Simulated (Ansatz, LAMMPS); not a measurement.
# Relaxing a frame of liquid ethylene carbonate from 313 K (180 atoms)

Aim: bring a frame of liquid ethylene carbonate from 313 K (180 atoms) to a nearby minimum of the energy and see what moves.

Calculated with Ansatz 0.2.0; Kohn-Sham DFT, PBE+D4, PAW (set soft_2), plane waves.

## Step 1: Starting point

The cell holds 180 atoms: 54 O, 54 C and 72 H. Cell: a = 12.584 Å, b = 12.584 Å, c = 12.584 Å, α = 90.0°, β = 90.0°, γ = 90.0°. 18 ethylene carbonate placed at random, at 1.32 g/cm³; overlaps pushed apart, then 10 ps at 413 K with MMFF94 bonds, angles, torsions, charges and radii (Halgren, J. Comput. Chem. 17, 490 (1996)) in harmonic and 12-6 forms. Snapshot after 20 ps at 313 K and fixed volume. The density is a measured one.

Before any run, some limits are plain. The network of contacts between molecules at the start is that of the classical potential that made the cell. The Brillouin zone is sampled at Γ only, in a cell whose shortest periodic width is 13 Å.

## Step 2: How the cell was made

A classical potential supplies the starting structure, since it reaches far longer times than DFT.

This step: classical MD, MMFF94 bonds, angles, torsions, charges and radii (Halgren, J. Comput. Chem. 17, 490 (1996)) in harmonic and 12-6 forms (LAMMPS 22 Jul 2025 - Update 4).

Contents of in.lmp:

```
# liquid ethylene carbonate
units real
atom_style full
boundary p p p
bond_style harmonic
angle_style harmonic
dihedral_style opls
improper_style harmonic
special_bonds lj 0 0 0.5 coul 0 0 0.75
read_data data.lmp
neigh_modify delay 0 every 1 check yes one 4000
comm_modify cutoff 12.0
timestep 0.5
thermo_style custom step time temp pe press density
thermo_modify norm yes
# push overlapping molecules apart
pair_style soft 2.6
pair_coeff * * 0.0
variable a equal ramp(1,60)
fix ad all adapt 1 pair soft a * * v_a
velocity all create 413 294959 mom yes dist gaussian
fix lim all nve/limit 0.03
fix lan all langevin 413 413 50 294960 zero yes
thermo 1000
run 3000 post no
unfix ad
pair_style lj/cut/coul/long 9.0
pair_modify mix arithmetic tail yes
pair_coeff 1 1 0.0763 2.9870   # O
pair_coeff 2 2 0.0678 3.4070   # C
pair_coeff 3 3 0.0763 3.0430   # O
pair_coeff 4 4 0.0678 3.3680   # C
pair_coeff 5 5 0.0216 2.5400   # H
kspace_style pppm 1.0e-4
# [... 17 lines left out ...]
compute msd all msd com yes
thermo 5000
fix md all nvt temp 313 313 100
run 20000 post no
print "== T313: mean square displacement over the hold $(c_msd[4]:%.2f) A^2"
unfix md
uncompute msd
write_dump all custom T313.dump id type xs ys zs modify sort id
```

Command:

```console
lmp -in in.lmp -log none -nocite
```

Numbers of over 12 decimals in the logs are rounded to 6 here.

The log of the run:

```text
LAMMPS (22 Jul 2025 - Update 4)
Reading data file ...
  orthogonal box = (0 0 0) to (12.58353 12.58353 12.58353)
  180 atoms
  orthogonal box = (0 0 0) to (12.58353 12.58353 12.58353)
  180 bonds
  306 angles
  342 dihedrals
  18 impropers
   Step          Time           Temp          PotEng         Press         Density
         0   0              413            0.66547237     6449.0287      1.3209995
      1000   500            388.94545      1.7166121      11840.772      1.3209995
      2000   1000           375.03556      1.7003563      19547.642      1.3209995
      3000   1500           423.11383      1.5512985      13032.779      1.3209995
[... 29 lines left out ...]
Loop time of 30.4633 s on 1 MPI rank(s) for 10000 steps with 180 atoms
   Step          Time           Temp          PotEng         Press         Density
[... 4 lines left out ...]
Loop time of 8.79819 s on 1 MPI rank(s) for 5000 steps with 180 atoms
   Step          Time           Temp          PotEng         Press         Density
[... 2 lines left out ...]
     25000   24000          307.74228     -2.3831686      2259.4503      1.3209995
     30000   29000          324.70692     -2.2826953     -653.56636      1.3209995
     35000   34000          318.95708     -2.3299343     -60.461082      1.3209995
     37000   36000          295.73149     -2.204318       4007.7915      1.3209995
Loop time of 34.619 s on 1 MPI rank(s) for 20000 steps with 180 atoms
== T313: mean square displacement over the hold 9.73 A^2
```

Run time: 86 s. Hardware: 1 thread of Intel Xeon at 2.80GHz (Skylake/Cascade Lake), shared host; peak memory 0.65 GiB.

The input also reads data.lmp (atoms, bonds and types; not printed here).

## Step 3: Single point at the start

A single point comes first, to see the forces before anything moves.

Contents of input.yaml:

```yaml
crystal:
  lattice:
    - [12.58353, 0.0, 0.0]
    - [0.0, 12.58353, 0.0]
    - [0.0, 0.0, 12.58353]
  atoms:
    - { symbol: O, position: [0.44204, 0.61432, 0.75984] }
    - { symbol: C, position: [0.41556, 0.63417, 0.85116] }
    - { symbol: O, position: [0.48783, 0.63819, 0.93143] }
    - { symbol: C, position: [0.4368, 0.68782, 0.01665] }
    - { symbol: C, position: [0.32432, 0.65547, 0.99677] }
    - { symbol: O, position: [0.31877, 0.66785, 0.88692] }
    - { symbol: H, position: [0.4513, 0.7696, 0.0156] }
    - { symbol: H, position: [0.45706, 0.65878, 0.09402] }
    - { symbol: H, position: [0.26542, 0.71163, 0.02908] }
    - { symbol: H, position: [0.3085, 0.578, 0.02099] }
    - { symbol: O, position: [0.65234, 0.60761, 0.62049] }
    - { symbol: C, position: [0.64001, 0.54536, 0.69165] }
    - { symbol: O, position: [0.65131, 0.57102, 0.79256] }
    - { symbol: C, position: [0.67844, 0.47258, 0.84593] }
    - { symbol: C, position: [0.62041, 0.39385, 0.78278] }
    - { symbol: O, position: [0.61473, 0.44116, 0.67689] }
    - { symbol: H, position: [0.64077, 0.47724, 0.92576] }
    - { symbol: H, position: [0.76173, 0.46401, 0.8471] }
    - { symbol: H, position: [0.54116, 0.38563, 0.80681] }
    - { symbol: H, position: [0.66265, 0.32264, 0.77847] }
    - { symbol: O, position: [0.86225, 0.8711, 0.64984] }
    - { symbol: C, position: [0.94641, 0.8351, 0.67952] }
    - { symbol: O, position: [0.03636, 0.85832, 0.62283] }
    - { symbol: C, position: [0.11947, 0.82779, 0.69251] }
    - { symbol: C, position: [0.07176, 0.7469, 0.76556] }
    - { symbol: O, position: [0.96813, 0.78095, 0.77359] }
    - { symbol: H, position: [0.14624, 0.89523, 0.74222] }
    - { symbol: H, position: [0.18659, 0.80362, 0.64842] }
    - { symbol: H, position: [0.1114, 0.73035, 0.84169] }
    - { symbol: H, position: [0.07682, 0.66975, 0.71823] }
    - { symbol: O, position: [0.88459, 0.23231, 0.01467] }
    - { symbol: C, position: [0.93086, 0.14318, 0.01532] }
    [... 142 atom lines left out ...]
    - { symbol: C, position: [0.15439, 0.67313, 0.46399] }
    - { symbol: O, position: [0.17308, 0.60096, 0.38131] }
    - { symbol: H, position: [0.11062, 0.79947, 0.37728] }
    - { symbol: H, position: [0.20063, 0.83419, 0.47455] }
    - { symbol: H, position: [0.06816, 0.66656, 0.48935] }
    - { symbol: H, position: [0.20996, 0.65004, 0.52486] }
kpoints:
  mp_grid: { grid: [1, 1, 1] }
hamiltonian:
  xc: pbe
  dispersion: d4
scf:
  occupations: { method: fermi_dirac, width: 0.05 }
output:
  forces: true
  stress: true
  populations: true
  dos:
    method: { smearing: { sigma: 0.1 } }
    de: 0.1
    projected: { site_lists: { C: [C], H: [H], O: [O] } }
  eigenvalues: true
```

Command:

```console
ansatz run input.yaml --threads 4 --pin off --max-ram 8192MiB --backend cpu --events-out ev --progress --plain --runs-dir out
```

The log of the run:

```text
Engine: ansatz 0.2.0, x86_64-unknown-linux-gnu
Pseudopotentials: kind: paw
Pseudopotential: O, paw, valence charge 6, recommended cutoff 420 eV (normal), O.paw.azcp
Pseudopotential: C, paw, valence charge 4, recommended cutoff 420 eV (normal), C.paw.azcp
Pseudopotential: H, paw, valence charge 1, recommended cutoff 420 eV (normal), H.paw.azcp
Functional definition: PBE
  parameter kappa = 0.804
  parameter beta = 0.066725
  exchange = pbe_x(kappa = kappa, mu = beta*pi^2/3)
  correlation = pbe_c(beta = beta)
Crystal: 180 atoms, lattice volume = 1992.542 Å³
Basis set: ecut = 420 eV, 39007 PW (Γ), exchange–correlation on 180×180×180 points (8 copies of the dense FFT grid, shifted against one another)
Bands: 486, of which v1, the nominal top of the filled ones, is band 306 counted from 1 (305 counted from 0)
Symmetry: 1 space group operations
Space group: P1 (ITA 1), of the structure as read, at distance tolerance 1.3e-4 Å
k-points: 1
Non-local potential: O, projectors of the file, l = 0: 2, l = 1: 2, l = 2: 1
Non-local potential: C, projectors of the file, l = 0: 2, l = 1: 2, l = 2: 1
Non-local potential: H, projectors of the file, l = 0: 2, l = 1: 1
PAW form: soft (Blöchl's): semilocal exchange-correlation on the pseudo side does not see the compensation charge
PAW one-centre angular grid: O, 110 points (default); XC on 64 Gauss nodes
PAW one-centre angular grid: C, 110 points (default); XC on 64 Gauss nodes
PAW one-centre angular grid: H, 110 points (default); XC on 64 Gauss nodes
Initial density: superposition of atomic densities (neutral atoms: chi_scale 0, normalization atom), corrected by the library's trained network
Initial wavefunctions: pseudopotential atomic-orbital guess
Functional: x = pbe(κ = 0.804, μ = 0.219515), c = pbe(β = 0.066725)
SCF iter   1: F=—  HF=-45309.649415 eV  |F-HF|=—  |Δ(HF+E_count)|=         —  Δρ=6.27e-3  dr2=7.14e-1  ethr=1.77e-3  ⟨swp⟩=6.0  Hψ=2183  notcnv=0  defer=34
preconditioner: auto → Resta (q_TF=auto, 2.241 Å⁻¹)  ε∞=2.4  [insulator: Δε(μ)=5.233 eV  Ē_g=17.100 eV  σ=0.050 eV  W_gap=1.00  n_scr=388 (ndim 8)  ℏωp=20.6 eV  f_vac=0.269  D(μ)=0.00/eV (n_scr^D=0)  ε∞_Penn≈2.4]
SCF iter   2: F=—  HF=-45309.534574 eV  |F-HF|=—  |Δ(HF+E_count)|=   1.15e-1  Δρ=3.43e-3  dr2=1.58e-1  ethr=1.17e-4  ⟨swp⟩=2.0  Hψ=709  notcnv=0  defer=174
SCF iter   3: F=—  HF=-45309.527566 eV  |F-HF|=—  |Δ(HF+E_count)|=   7.01e-3  Δρ=1.53e-3  dr2=4.95e-2  ethr=2.58e-5  ⟨swp⟩=2.0  Hψ=602  notcnv=0  defer=174
SCF iter   4: F=—  HF=-45309.525730 eV  |F-HF|=—  |Δ(HF+E_count)|=   1.84e-3  Δρ=4.42e-4  dr2=4.82e-3  ethr=8.09e-6  ⟨swp⟩=2.0  Hψ=601  notcnv=0  defer=174
SCF iter   5: F=—  HF=-45309.525542 eV  |F-HF|=—  |Δ(HF+E_count)|=   1.89e-4  Δρ=2.37e-4  dr2=1.15e-3  ethr=7.88e-7  ⟨swp⟩=2.0  Hψ=614  notcnv=0  defer=174
SCF iter   6: F=—  HF=-45309.525412 eV  |F-HF|=—  |Δ(HF+E_count)|=   1.29e-4  Δρ=1.13e-4  dr2=2.38e-4  ethr=1.88e-7  ⟨swp⟩=2.0  Hψ=617  notcnv=0  defer=174
SCF iter   7: F=—  HF=-45309.525371 eV  |F-HF|=—  |Δ(HF+E_count)|=   4.10e-5  Δρ=3.54e-5  dr2=2.11e-5  ethr=3.89e-8  ⟨swp⟩=2.0  Hψ=617  notcnv=0  defer=174
SCF iter   8: F=—  HF=-45309.525861 eV  |F-HF|=—  |Δ(HF+E_count)|=   4.90e-4  Δρ=1.81e-5  dr2=5.63e-6  ethr=3.45e-9  ⟨swp⟩=2.0  Hψ=769  notcnv=0  defer=174
SCF iter   9: F=—  HF=-45309.525860 eV  |F-HF|=—  |Δ(HF+E_count)|=   5.38e-7  Δρ=4.56e-6  dr2=3.87e-7  ethr=9.20e-10  ⟨swp⟩=2.0  Hψ=596  notcnv=0  defer=174
SCF iter  10: F=—  HF=-45309.525861 eV  |F-HF|=—  |Δ(HF+E_count)|=   1.01e-7  Δρ=2.97e-6  dr2=1.50e-7  ethr=1.63e-11  ⟨swp⟩=14.0  Hψ=3057  notcnv=0
SCF iter  11: F=-45309.525861 eV  HF=-45309.525861 eV  |F-HF|=9.02e-10  |Δ(HF+E_count)|=   1.74e-8  Δρ=9.08e-7  dr2=1.40e-8  ethr=1.63e-11  ⟨swp⟩=4.0  Hψ=1312  notcnv=0
SCF 1 converged in 11 iterations: F = -45309.525861 eV  dr2 = 1.40e-8
  greatest PAW one-centre occupation: 0.879 electrons in one spin orbital (limit 2), on the O atom at site 120 (counted from 0), in its partial waves of l = 0
SCF converged after 11 iterations
Free energy (F): -45309.525861 eV
Harris-Foulkes:  -45309.525861 eV  (|F-HF|=9.02e-10)
Internal energy: -45309.525861 eV  (E = F + TS)
E sigma→0 (E₀):  -45309.525861 eV
Fermi energy:    1.838249 eV
--- Per-component energies (eV) ---
  E_band       = -5285.094294
  E_kinetic    = 15406.342640
  E_local      = -52138.064768  (includes V_loc(G=0)·N_el)
  E_nonlocal   = 4195.517430
  E_hartree    = 19345.937095
  E_xc         = -7189.782904
  E_vxc        = -9080.398826  (∫ρ·V_xc dr)
  E_paw        = -13951.884123  (= ΣΔE_a)
  E_vpaw       = -2360.398681  (= ΣTr[D̂ρ^β])
  E_aug_tail   = 0.032336  (compensation charges beyond the density's cutoff)
  E_ewald      = -10968.265204
  E_disp       = -9.358362  (pairwise vdW)
  E_smearing   = -0.000000  (= −TS)
  E_closure    = 0.000000  (closes the sum)
  Σ components = -45309.525861   (vs F -45309.525861, Δ=0.00e0)
--- Forces (eV/Å), atoms counted from 1 ---
  atom   1  O     -1.23531514     0.17179217     1.24240094
  atom   2  C      1.17932816     0.54654336    -1.89952975
  atom   3  O      0.61366469    -0.54752946    -0.64129264
  atom   4  C     -0.95260921    -1.26273019     1.57378678
  atom   5  C     -0.77567430     3.23486734     0.99630266
  atom   6  O      0.11356514    -0.98283896    -2.33590748
  atom   7  H      0.13200432     1.98444919    -0.29156132
  atom   8  H      0.87882007    -0.63936478     0.59647682
  atom   9  H      0.09110722    -0.24731949     0.30436099
  atom  10  H     -0.41481141    -2.03850359     0.55102968
  atom  11  O     -0.13161910     0.20625375    -0.90190630
  atom  12  C     -0.19482766     0.34307271    -1.40105409
  atom  13  O      1.04102083    -0.14217874     1.09397271
  atom  14  C     -2.10940864     1.39966198     1.82781332
[...]
atom 179  H      1.09201667    -0.00732222    -0.13873038
  atom 180  H      0.24910585     0.01335386     1.01657877
  max |Σ_I F_I| component: 8.21e-5 eV/Å
--- Stress (GPa, compression-positive) ---
        3.571595       0.225131       0.126686
        0.225131       3.513118      -0.466188
        0.126686      -0.466188       1.274396
  P = ⅓ Tr σ = 2.7864 GPa (27.864 kbar)
--- Band table (eV) ---
  k-point 0: bands = ["-24.2090", "-24.1049", "-23.9544", "-23.8835", [... 470 levels ...], "11.3542", "11.3854", "11.3990", "11.4109", "11.4729", "11.4820", "11.5198", "11.5753", "11.6122", "11.6328", "11.6586", "11.7007"]
--- Löwdin populations: 180 sites ---
  site symbol       q [e]
     0      O      6.3967
     1      C      3.2927
     2      O      6.2592
[...]
179      H      0.8257
  spilling = 0.013481 (of n_electrons = 612.000000)
```

Wall time 26 s (4 threads of Intel Xeon Platinum 8488C (Sapphire Rapids), shared host); peak memory 2.9 GiB.

In the SCF lines HF is the Harris–Foulkes energy and dr2 the Hartree energy of the density residual, in eV; the loop may stop once dr2 is under the threshold and the program's other checks hold. Hψ counts applications of the Hamiltonian.

The run gave:

```yaml
free_energy: -45309.5259 eV
free_energy_per_atom: -251.7196 eV/atom
scf_cycles: 11
pressure: 2.786 GPa
r_m_s_force_component: 1.128 eV/Å
longest_force: 5.24 eV/Å
fermi_energy: 1.838 eV
spacing_of_highest_filled_and_lowest_empty_level: 5.101 eV
spilling_of_the_projection: 0.01348
```

The r.m.s. force component of 1.1 eV/Å and the pressure of 2.8 GPa set the starting point.

Length of the force by element:

| element | coordination | atoms | mean length of the force (eV/Å) | spread | least | most |
| --- | --- | --- | --- | --- | --- | --- |
| C | all | 54 | 2.33 | 0.923 | 0.251 | 5.24 |
| H | all | 72 | 1.19 | 0.669 | 0.134 | 4.38 |
| O | all | 54 | 1.80 | 0.836 | 0.277 | 4.04 |

[end of part 1 of 3]

[Logs are printed without paths, hosts, clocks, repeated set-up lines and the standing remarks that a program may print on its own settings, such as how far it seeks lower states.]

[Hosts, paths, dates, database ids (printed as entryN), source tags and the programs' standing remarks are cut or masked in the printed files.]

[The MMFF94 radii named for the starting cell were scaled by 0.96; in molecules described by MMFF94, hydrogen bound to N, O or S took a small fixed 12-6 site in their place.]
